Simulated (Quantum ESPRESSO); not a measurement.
**GaN, zinc blende: band edges under a change of volume**

How fast do the gaps move when the cell is scaled evenly? The geometries come from a scalar-relativistic relaxation.

Calculated with Quantum ESPRESSO 7.5, PBE+SOC, PseudoDojo fr-pbe-0.4 fully relativistic norm-conserving potentials, cutoff 1170 eV, Fermi–Dirac smearing 0.02 eV, k-mesh 10×10×10, no spin polarisation.

Reference cell, relaxed at zero pressure with PBE (F-43m): a = 3.2171 Å, b = 3.2171 Å, c = 3.2171 Å, α = 60.00°, β = 60.00°, γ = 60.00°.

```
atom       x       y       z
  Ga  0.0000  0.0000  0.0000
   N  0.7500  0.7500  0.7500
```

Levels are read on the k-mesh and along lines from Γ to X = (0.5, 0, 0.5), L = (0.5, 0.5, 0.5), K = (0.375, 0.375, 0.75) and W = (0.5, 0.25, 0.75) in the reciprocal basis of this cell (the letters only name these points), and count from the highest filled level.

| ln(V/V0) | gap (eV) | direct gap at Γ (eV) |
| --- | --- | --- |
| −0.0619 | 1.975 | 1.975 |
| −0.0408 | 1.837 | 1.837 |
| −0.0202 | 1.702 | 1.702 |
| 0.0000 | 1.570 | 1.570 |
| 0.0198 | 1.441 | 1.441 |
| 0.0583 | 1.192 | 1.192 |

**Question.** Fit the direct gap at Γ and give it at ln(V/V0) = 0.0392, a row left out above.

A straight line through the 6 rows: the means are −0.007467 for ln(V/V0) and 1.6195 for the level, Σ(Δx)² = 0.009361 and ΣΔxΔy = −0.061, so the slope is −0.061/0.009361 = −6.517 and the intercept 1.6195 − (−6.517)(−0.007467) = 1.5708.

The slope is the volume deformation potential of this gap, −6.52 eV, as a mean over the range. The line gives 1.315 eV. The run itself gives 1.315 eV, so the estimate misses by 0.000 eV, a rounding's worth.

The gap is direct at Γ in every row. Semilocal functionals give gaps that are too small, and the error differs from valley to valley, so the order of close valleys can be wrong too.

[Logs are printed without paths, hosts, clocks, repeated set-up lines and the standing remarks that a program may print on its own settings, such as how far it seeks lower states.]
